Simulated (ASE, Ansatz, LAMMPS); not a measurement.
# Localised basis functions on random bcc alloy of Cr and V (128 atoms), part 2 of 3

Aim: test how closely localised support functions follow the reference on random bcc alloy of Cr and V (128 atoms), and at what cost. A setting counts as converged where the r.m.s. difference of forces stays under 1 % of the r.m.s. force.

Ansatz 0.2.0; Kohn-Sham DFT, PBE, PAW (set soft_2), plane waves.

The cell: 74 Cr and 54 V. The host structure and its lattice constant were typed by rule, without a check against the phase diagram.

So far. Step 3 (Plane-wave single point): The r.m.s. force component of 0.21 eV/Å sets the scale for the differences below.

## Step 4: Support functions low

With localised support functions most steps grow linearly with size, though the diagonalisation grows faster unless the density matrix is cut; this run measures error and cost at this size. The level low gives here a grid of 54×54×54 points and a radius of 3.63 Å.

This step: Kohn-Sham DFT, PBE, PAW (set soft_2), localised support functions (low) (Ansatz 0.2.0).

input.yaml reads:

```yaml
crystal:
  lattice:
    - [11.7848, 0.0, 0.0]
    - [0.0, 11.7848, 0.0]
    - [0.0, 0.0, 11.7848]
  atoms:
    [... the 128 atom lines of step 3 ...]
magnetization:
  spin_polarized: true
kpoints:
  mp_grid: { grid: [2, 2, 2] }
hamiltonian:
  xc: pbe
scf:
  occupations: { method: cold, width: 0.15 }
  eigensolver: { kind: { support_functions: { accuracy: low } } }
  max_iter: 150
output:
  forces: true
  eigenvalues: true
```

Launch:

```console
$ ansatz run input.yaml --threads 32 --pin off --max-ram 143360MiB --backend cuda --events-out ev --progress --plain --runs-dir out
```

Numbers of over 12 decimals in the logs are rounded to 6 here.

Log:

```text
Warning: scf.eigensolver.kind.support_functions: disabling space-group detection — the functions' gradient is summed over unrotated k-points, so no spatial operation reduces the k-mesh or symmetrises the density; time reversal is kept, so that k and −k are solved as one point where they differ and the mesh holds both, and exact exchange and, on two spinor components, a DFT+U term hold to it where the run has them: [...]
Warning: no check for spin states of lower energy is made in this run (scf.lower_state_search: light). The run can end over another state (by tenths of an eV in cells tried, by over 1 eV under hybrids) or in an unstable one: set starting moments, hold other totals of two channels (2 μB apart; [...]
settings of this run that can trade accuracy for cost: scf.eigensolver.kind.support_functions; scf.eigensolver.kind.support_functions.accuracy: low [...]
[...]
GPU FFT provider: cuFFT
GPU libraries: cuBLAS 13.8.1, cuFFT 12.4.0, cuSOLVER 12.3.2
[...]
Crystal: 128 atoms, lattice volume = 1636.691 Å³
Basis set: ecut = 420 eV, 31919 PW (Γ), exchange–correlation on 160×160×160 points (8 copies of the dense FFT grid, shifted against one another)
Bands: 1088, of which v1, the nominal top of the filled ones, is band 869 counted from 1 (868 counted from 0)
Symmetry: 1 space group operations
k-points: 8
[...]
Starting moments: Σ|m| = 74 μB on 74 of 128 sites
Other spin states: not tried
[...]
GPU buffer pool allocated for 512000 grid points (all kernels)
Eigensolver: Support functions (low, 54×54×54 points, laid for a spacing of at most 0.220337 Å, radius 3.628498 Å, 2 species' potentials softened for the grid, 2 wholly corrected for its errors in the mean over positions, 2 with the egg-box correction, energy correction by stochastic trace)
[...]
SCF iter   1: F=—  HF=-407517.849383 eV  |F-HF|=—  |Δ(HF+E_count)|=         —  Δρ=2.35e-1 (↑2.35e-1 ↓1.55e-1)  dr2=4.57e3  dr2_m=4.07e1  M=22.761 μB ∫|m|=36.167 μB  β_m=0.30  ethr=1.00e-1
[...]
SCF iter   2: F=—  HF=-407260.811355 eV  |F-HF|=—  |Δ(HF+E_count)|=    2.57e2  S|Δr|=    0.00e0  Δρ=1.26e-1 (↑1.04e-1 ↓1.26e-1)  dr2=1.11e3  dr2_m=1.49e1  M=19.635 μB ∫|m|=33.385 μB  β_m=0.30  ethr=1.00e-1
[...]
SCF iter   9: F=—  HF=-407226.696953 eV  |F-HF|=—  |Δ(HF+E_count)|=   3.68e-1  S|Δr|=    0.00e0  Δρ=9.80e-3 (↑7.98e-3 ↓9.80e-3)  dr2=3.70e-1  dr2_m=1.06e0  M=3.279 μB ∫|m|=14.723 μB  β_m=0.42  ethr=7.38e-5
[...]
SCF iter  11: F=—  HF=-407227.131101 eV  |F-HF|=—  |Δ(HF+E_count)|=   1.66e-1  S|Δr|=    0.00e0  Δρ=6.19e-3 (↑4.86e-3 ↓6.19e-3)  dr2=5.09e-1  dr2_m=3.45e-1  M=1.749 μB ∫|m|=11.691 μB  β_m=1.20  ethr=2.08e-5
[...]
SCF iter  76: F=—  HF=-407227.714488 eV  |F-HF|=—  |Δ(HF+E_count)|=   2.84e-4  S|Δr|=    0.00e0  Δρ=4.42e-6 (↑3.99e-6 ↓4.42e-6)  dr2=4.96e-8  dr2_m=2.57e-7  M=0.000 μB ∫|m|=0.091 μB  β_m=0.30  ethr=1.00e-12
SCF iter  77: F=-407227.714764 eV  HF=-407227.714764 eV  |F-HF|=2.21e-7  |Δ(HF+E_count)|=   2.76e-4  S|Δr|=    0.00e0  Δρ=4.42e-6 (↑3.91e-6 ↓4.42e-6)  dr2=5.59e-8  dr2_m=2.51e-7  M=0.000 μB ∫|m|=0.089 μB  ethr=1.00e-12
SCF 1 converged in 77 iterations: F = -407227.738711 eV  dr2 = 5.59e-8
[...]
SCF converged after 77 iterations
Magnetization: 0.0002 μB (869.0001 up, 868.9999 down)
Absolute magnetization: 0.0894 μB (∫|ρ↑−ρ↓|, with the PAW one-centre terms)
[...]
Per-site moments (μB) at R_I (Å): [(0.000129488, 1.045365), (-0.00033022, 1.045892), (0.000667461, 1.044668), (-0.00127638, 1.042807), (0.00133667, 1.042080), [...]
Free energy (F): -407227.738711 eV
[...]
Internal energy: -407227.907658 eV  (E = F + TS)
E sigma→0 (E₀):  -407227.795026 eV
Entropy (-TS):   0.168948 eV (1.320 meV/atom)
Fermi energy:    17.236370 eV
[...]
Σ components = -407227.738711   (vs F -407227.738711, Δ=0.00e0)
--- Forces (eV/Å), atoms counted from 1 ---
[... 128 lines of forces left out ...]
  max |Σ_I F_I| component: 7.37e-3 eV/Å
--- Band table (eV; the first three rows and the last of 16) ---
```

Run time: 1.8 min. Hardware: 1 × NVIDIA GB200 with 32 threads of Arm Neoverse V2, shared host; peak memory 1.5 GiB.

That memory is the host's; the program planned up to 9 GiB on the GPU.

The program notes that the band table was not solved further than the SCF left it, lower spin states were not checked, the correction for the support functions is uncertain and it switched symmetry off. Further notices: support spin states tried.

Keys that differ from the reference: support_functions.accuracy = "low" and scf.max_iter = 150.

Forces differ from the reference by 0.46 meV/Å r.m.s., 0.22 % of their size, well within a tolerance of 1 %; the energy by -2.8 meV/atom. It took 1.8 min and 77 cycles; the reference's time can't be set against it, since the two runs asked for unlike analyses.

## Step 5: Support functions medium

The level medium is asked for. Here it resolves to the same grid and radius as in the run with support functions low, so the basis is not new.

This step: Kohn-Sham DFT, PBE, PAW (set soft_2), localised support functions (medium) (Ansatz 0.2.0).

input.yaml, the sections that differ from step 4:

```yaml
scf:
  occupations: { method: cold, width: 0.15 }
  eigensolver: { kind: { support_functions: { accuracy: medium } } }
  max_iter: 150
# crystal, magnetization, kpoints, hamiltonian, output: as in step 4
```

Log:

```text
[...]
GPU FFT provider: cuFFT
GPU libraries: cuBLAS 13.8.1, cuFFT 12.4.0, cuSOLVER 12.3.2
[...]
Crystal: 128 atoms, lattice volume = 1636.691 Å³
Basis set: ecut = 420 eV, 31919 PW (Γ), exchange–correlation on 160×160×160 points (8 copies of the dense FFT grid, shifted against one another)
Bands: 1088, of which v1, the nominal top of the filled ones, is band 869 counted from 1 (868 counted from 0)
Symmetry: 1 space group operations
k-points: 8
[...]
Starting moments: Σ|m| = 74 μB on 74 of 128 sites
Other spin states: not tried
[...]
GPU buffer pool allocated for 512000 grid points (all kernels)
Eigensolver: Support functions (medium, 54×54×54 points, laid for a spacing of at most 0.220337 Å, radius 3.628498 Å, 2 species' potentials softened for the grid, 2 wholly corrected for its errors in the mean over positions, 2 with the egg-box correction, energy correction by stochastic trace)
[...]
SCF iter   1: F=—  HF=-407517.849383 eV  |F-HF|=—  |Δ(HF+E_count)|=         —  Δρ=2.35e-1 (↑2.35e-1 ↓1.55e-1)  dr2=4.57e3  dr2_m=4.07e1  M=22.761 μB ∫|m|=36.167 μB  β_m=0.30  ethr=1.00e-1
[...]
SCF iter   2: F=—  HF=-407260.811355 eV  |F-HF|=—  |Δ(HF+E_count)|=    2.57e2  S|Δr|=    0.00e0  Δρ=1.26e-1 (↑1.04e-1 ↓1.26e-1)  dr2=1.11e3  dr2_m=1.49e1  M=19.635 μB ∫|m|=33.385 μB  β_m=0.30  ethr=1.00e-1
[...]
SCF iter   9: F=—  HF=-407226.696953 eV  |F-HF|=—  |Δ(HF+E_count)|=   3.68e-1  S|Δr|=    0.00e0  Δρ=9.80e-3 (↑7.98e-3 ↓9.80e-3)  dr2=3.70e-1  dr2_m=1.06e0  M=3.279 μB ∫|m|=14.723 μB  β_m=0.42  ethr=7.38e-5
[...]
SCF iter  11: F=—  HF=-407227.131101 eV  |F-HF|=—  |Δ(HF+E_count)|=   1.66e-1  S|Δr|=    0.00e0  Δρ=6.19e-3 (↑4.86e-3 ↓6.19e-3)  dr2=5.09e-1  dr2_m=3.45e-1  M=1.749 μB ∫|m|=11.691 μB  β_m=1.20  ethr=2.08e-5
[...]
SCF iter  83: F=—  HF=-407227.716256 eV  |F-HF|=—  |Δ(HF+E_count)|=   2.31e-4  S|Δr|=    0.00e0  Δρ=1.47e-6 (↑1.47e-6 ↓1.35e-6)  dr2=5.75e-9  dr2_m=2.74e-8  M=0.000 μB ∫|m|=0.028 μB  β_m=0.53  ethr=1.00e-12
SCF iter  84: F=-407227.716480 eV  HF=-407227.716480 eV  |F-HF|=5.59e-9  |Δ(HF+E_count)|=   2.24e-4  S|Δr|=    0.00e0  Δρ=1.15e-6 (↑1.02e-6 ↓1.15e-6)  dr2=3.78e-9  dr2_m=1.69e-8  M=0.000 μB ∫|m|=0.020 μB  ethr=1.00e-12
SCF 1 converged in 84 iterations: F = -407227.738753 eV  dr2 = 3.78e-9
[...]
SCF converged after 84 iterations
Magnetization: 0.0001 μB (869.0000 up, 869.0000 down)
Absolute magnetization: 0.0200 μB (∫|ρ↑−ρ↓|, with the PAW one-centre terms)
[...]
Per-site moments (μB) at R_I (Å): [(2.8321033793410374e-5, 1.045365), (-0.000183177, 1.045892), (0.000211583, 1.044668), (-0.000319865, 1.042807), (0.000282146, [...]
Free energy (F): -407227.738753 eV
[...]
Internal energy: -407227.907704 eV  (E = F + TS)
E sigma→0 (E₀):  -407227.795070 eV
Entropy (-TS):   0.168951 eV (1.320 meV/atom)
Fermi energy:    17.236362 eV
[...]
Σ components = -407227.738753   (vs F -407227.738753, Δ=0.00e0)
--- Forces (eV/Å), atoms counted from 1 ---
[... 128 lines of forces left out ...]
  max |Σ_I F_I| component: 7.38e-3 eV/Å
--- Band table (eV; the first three rows and the last of 16) ---
```

Run time: 2 min. Hardware: 1 × NVIDIA GB200 with 32 threads; peak memory 1.5 GiB.

That memory is the host's; the program planned up to 9 GiB on the GPU.

Keys that differ from the reference: support_functions.accuracy = "medium" and scf.max_iter = 150.

Forces differ from the reference by 0.45 meV/Å r.m.s., 0.22 % of their size, well within a tolerance of 1 %; the energy by -2.8 meV/atom. It took 2 min and 84 cycles; the reference's time can't be set against it, since the two runs asked for unlike analyses.

## Step 6: Support functions high

With localised support functions most steps grow linearly with size, though the diagonalisation grows faster unless the density matrix is cut; this run measures error and cost at this size. The level high gives here a grid of 72×72×72 points and a radius of 4.34 Å.

This step: Kohn-Sham DFT, PBE, PAW (set soft_2), localised support functions (high) (Ansatz 0.2.0).

input.yaml, the sections that differ from step 5:

```yaml
scf:
  occupations: { method: cold, width: 0.15 }
  eigensolver: { kind: { support_functions: { accuracy: high } } }
  max_iter: 150
# crystal, magnetization, kpoints, hamiltonian, output: as in step 5
```

Log:

```text
[...]
GPU FFT provider: cuFFT
GPU libraries: cuBLAS 13.8.1, cuFFT 12.4.0, cuSOLVER 12.3.2
[...]
Crystal: 128 atoms, lattice volume = 1636.691 Å³
Basis set: ecut = 420 eV, 31919 PW (Γ), exchange–correlation on 180×180×180 points (8 copies of the dense FFT grid, shifted against one another)
Bands: 1088, of which v1, the nominal top of the filled ones, is band 869 counted from 1 (868 counted from 0)
Symmetry: 1 space group operations
k-points: 8
[...]
Starting moments: Σ|m| = 74 μB on 74 of 128 sites
Other spin states: not tried
[...]
GPU buffer pool allocated for 729000 grid points (all kernels)
Eigensolver: Support functions (high, 72×72×72 points, laid for a spacing of at most 0.181454 Å, radius 4.342648 Å, 2 species' potentials softened for the grid, 2 wholly corrected for its errors in the mean over positions, 2 with the egg-box correction, energy correction by stochastic trace)
[...]
SCF iter   1: F=—  HF=-407514.795628 eV  |F-HF|=—  |Δ(HF+E_count)|=         —  Δρ=2.35e-1 (↑2.35e-1 ↓1.55e-1)  dr2=4.58e3  dr2_m=4.05e1  M=22.947 μB ∫|m|=36.339 μB  β_m=0.30  ethr=1.00e-1
[...]
SCF iter   2: F=—  HF=-407301.100579 eV  |F-HF|=—  |Δ(HF+E_count)|=    2.14e2  S|Δr|=    0.00e0  Δρ=1.26e-1 (↑1.04e-1 ↓1.26e-1)  dr2=1.09e3  dr2_m=1.47e1  M=20.164 μB ∫|m|=32.799 μB  β_m=0.30  ethr=1.00e-1
[...]
SCF iter   9: F=—  HF=-407227.028925 eV  |F-HF|=—  |Δ(HF+E_count)|=   2.93e-1  S|Δr|=    0.00e0  Δρ=1.00e-2 (↑7.81e-3 ↓1.00e-2)  dr2=3.87e-1  dr2_m=1.06e0  M=3.323 μB ∫|m|=14.566 μB  β_m=0.42  ethr=7.88e-5
[...]
SCF iter  11: F=—  HF=-407227.413396 eV  |F-HF|=—  |Δ(HF+E_count)|=   1.46e-1  S|Δr|=    0.00e0  Δρ=6.28e-3 (↑4.66e-3 ↓6.28e-3)  dr2=5.03e-1  dr2_m=3.37e-1  M=1.758 μB ∫|m|=11.511 μB  β_m=0.62  ethr=1.97e-5
[...]
SCF iter  88: F=—  HF=-407227.759832 eV  |F-HF|=—  |Δ(HF+E_count)|=   4.64e-8  S|Δr|=    0.00e0  Δρ=3.93e-7 (↑3.93e-7 ↓3.52e-7)  dr2=3.45e-10  dr2_m=2.03e-9  M=0.000 μB ∫|m|=0.027 μB  β_m=1.20  ethr=1.00e-12
SCF iter  89: F=-407227.759832 eV  HF=-407227.759832 eV  |F-HF|=8.50e-9  |Δ(HF+E_count)|=   4.96e-8  S|Δr|=    0.00e0  Δρ=2.72e-7 (↑2.43e-7 ↓2.72e-7)  dr2=1.82e-10  dr2_m=9.69e-10  M=0.000 μB ∫|m|=0.021 μB  ethr=1.00e-12
SCF 1 converged in 89 iterations: F = -407227.765753 eV  dr2 = 1.82e-10
[...]
SCF converged after 89 iterations
Magnetization: 0.0001 μB (869.0000 up, 869.0000 down)
Absolute magnetization: 0.0212 μB (∫|ρ↑−ρ↓|, with the PAW one-centre terms)
[...]
Per-site moments (μB) at R_I (Å): [(3.675514191381647e-5, 1.045365), (-0.000174212, 1.045892), (0.00020129, 1.044668), (-0.000326224, 1.042807), (0.000270782, 1.042080), [...]
Free energy (F): -407227.765753 eV
[...]
Internal energy: -407227.934946 eV  (E = F + TS)
E sigma→0 (E₀):  -407227.822151 eV
Entropy (-TS):   0.169193 eV (1.322 meV/atom)
Fermi energy:    17.236294 eV
[...]
Σ components = -407227.765753   (vs F -407227.765753, Δ=0.00e0)
--- Forces (eV/Å), atoms counted from 1 ---
[... 128 lines of forces left out ...]
  max |Σ_I F_I| component: 3.65e-3 eV/Å
--- Band table (eV; the first three rows and the last of 16) ---
```

Run time: 2.7 min. Hardware: 1 × NVIDIA GB200 with 32 threads; peak memory 1.6 GiB.

That memory is the host's; the program planned up to 18.1 GiB on the GPU.

Keys that differ from the reference: support_functions.accuracy = "high" and scf.max_iter = 150.

Forces differ from the reference by 0.17 meV/Å r.m.s., 0.083 % of their size, well within a tolerance of 1 %; the energy by -3.0 meV/atom. It took 2.7 min and 89 cycles; the reference's time can't be set against it, since the two runs asked for unlike analyses.

## Step 7: Support functions medium, radius 2.9 Å

The radius confines each support function; a larger one gives more freedom and more work per atom.

This step: Kohn-Sham DFT, PBE, PAW (set soft_2), localised support functions (medium) (Ansatz 0.2.0).

input.yaml, the sections that differ from step 6:

```yaml
scf:
  occupations: { method: cold, width: 0.15 }
  eigensolver: { kind: { support_functions: { accuracy: medium, radius: 2.9 } } }
  max_iter: 150
# crystal, magnetization, kpoints, hamiltonian, output: as in step 6
```

Log:

```text
Warning: scf.eigensolver.kind.support_functions: disabling space-group detection — the functions' gradient is summed over unrotated k-points, so no spatial operation reduces the k-mesh or symmetrises the density; time reversal is kept, so that k and −k are solved as one point where they differ and the mesh holds both, and exact exchange and, on two spinor components, a DFT+U term hold to it where the run has them: [...]
Warning: no check for spin states of lower energy is made in this run (scf.lower_state_search: light). The run can end over another state (by tenths of an eV in cells tried, by over 1 eV under hybrids) or in an unstable one: set starting moments, hold other totals of two channels (2 μB apart; [...]
settings of this run that can trade accuracy for cost: scf.eigensolver.kind.support_functions [...]
Engine: ansatz 0.2.0, aarch64-unknown-linux-gnu
Pseudopotentials: kind: paw
Pseudopotential: Cr, paw, valence charge 14, recommended cutoff 420 eV (normal), Cr.paw.azcp
Pseudopotential: V, paw, valence charge 13, recommended cutoff 420 eV (normal), V.paw.azcp
[... 5 lines on functional and potentials left out ...]
device memory: the entry about to start is reckoned to put 0.9 GiB on a device that reports 182.5 GiB free
Error: SCF: the radius of support functions is under 3.45 Å, the least for these sites at the functions' level (scf.eigensolver.kind.support_functions.accuracy). Use scf.eigensolver.kind: auto, or type scf.eigensolver.kind.support_functions.radius at least as long, [...]
```

The job ended after 1.1 s (1 × NVIDIA GB200 with 32 threads; peak memory 0.84 GiB).

That memory is the host's; the program planned up to 0.9 GiB on the GPU.

The program refuses radii under 3.45 Å for these atoms at this level.

## Step 8: Support functions medium, radius 3.19 Å

The radius confines each support function; a larger one gives more freedom and more work per atom.

input.yaml, the sections that differ from step 7:

```yaml
scf:
  occupations: { method: cold, width: 0.15 }
  eigensolver: { kind: { support_functions: { accuracy: medium, radius: 3.19 } } }
  max_iter: 150
# crystal, magnetization, kpoints, hamiltonian, output: as in step 7
```

Log:

```text
Warning: scf.eigensolver.kind.support_functions: disabling space-group detection — the functions' gradient is summed over unrotated k-points, so no spatial operation reduces the k-mesh or symmetrises the density; time reversal is kept, so that k and −k are solved as one point where they differ and the mesh holds both, and exact exchange and, on two spinor components, a DFT+U term hold to it where the run has them: [...]
Warning: no check for spin states of lower energy is made in this run (scf.lower_state_search: light). The run can end over another state (by tenths of an eV in cells tried, by over 1 eV under hybrids) or in an unstable one: set starting moments, hold other totals of two channels (2 μB apart; [...]
settings of this run that can trade accuracy for cost: scf.eigensolver.kind.support_functions [...]
Engine: ansatz 0.2.0, aarch64-unknown-linux-gnu
Pseudopotentials: kind: paw
Pseudopotential: Cr, paw, valence charge 14, recommended cutoff 420 eV (normal), Cr.paw.azcp
Pseudopotential: V, paw, valence charge 13, recommended cutoff 420 eV (normal), V.paw.azcp
[... 5 lines on functional and potentials left out ...]
device memory: the entry about to start is reckoned to put 0.9 GiB on a device that reports 182.5 GiB free
Error: SCF: the radius of support functions is under 3.45 Å, the least for these sites at the functions' level (scf.eigensolver.kind.support_functions.accuracy). Use scf.eigensolver.kind: auto, or type scf.eigensolver.kind.support_functions.radius at least as long, [...]
```

The job ended after 1.1 s (1 × NVIDIA GB200 with 32 threads; peak memory 0.84 GiB).

That memory is the host's; the program planned up to 0.9 GiB on the GPU.

The program refuses radii under 3.45 Å for these atoms at this level.

## Step 9: Support functions medium, radius 3.41 Å

The radius confines each support function; a larger one gives more freedom and more work per atom.

input.yaml, the sections that differ from step 8:

```yaml
scf:
  occupations: { method: cold, width: 0.15 }
  eigensolver: { kind: { support_functions: { accuracy: medium, radius: 3.41 } } }
  max_iter: 150
# crystal, magnetization, kpoints, hamiltonian, output: as in step 8
```

Log:

```text
Warning: scf.eigensolver.kind.support_functions: disabling space-group detection — the functions' gradient is summed over unrotated k-points, so no spatial operation reduces the k-mesh or symmetrises the density; time reversal is kept, so that k and −k are solved as one point where they differ and the mesh holds both, and exact exchange and, on two spinor components, a DFT+U term hold to it where the run has them: [...]
Warning: no check for spin states of lower energy is made in this run (scf.lower_state_search: light). The run can end over another state (by tenths of an eV in cells tried, by over 1 eV under hybrids) or in an unstable one: set starting moments, hold other totals of two channels (2 μB apart; [...]
settings of this run that can trade accuracy for cost: scf.eigensolver.kind.support_functions [...]
Engine: ansatz 0.2.0, aarch64-unknown-linux-gnu
Pseudopotentials: kind: paw
Pseudopotential: Cr, paw, valence charge 14, recommended cutoff 420 eV (normal), Cr.paw.azcp
Pseudopotential: V, paw, valence charge 13, recommended cutoff 420 eV (normal), V.paw.azcp
[... 5 lines on functional and potentials left out ...]
device memory: the entry about to start is reckoned to put 0.9 GiB on a device that reports 182.5 GiB free
Error: SCF: the radius of support functions is under 3.45 Å, the least for these sites at the functions' level (scf.eigensolver.kind.support_functions.accuracy). Use scf.eigensolver.kind: auto, or type scf.eigensolver.kind.support_functions.radius at least as long, [...]
```

The job ended after 1.1 s (1 × NVIDIA GB200 with 32 threads; peak memory 0.84 GiB).

That memory is the host's; the program planned up to 0.9 GiB on the GPU.

The program refuses radii under 3.45 Å for these atoms at this level.

Runs without a result: support functions medium, radius 2.9 Å (error); support functions medium, radius 3.19 Å (error); support functions medium, radius 3.41 Å (error).

(Continued in part 3 of 3.)

[Logs are printed without paths, hosts, clocks, repeated set-up lines and the standing remarks that a program may print on its own settings, such as how far it seeks lower states.]

[Hosts, paths, dates, database ids (printed as entryN), source tags and the programs' standing remarks are cut or masked in the printed files.]
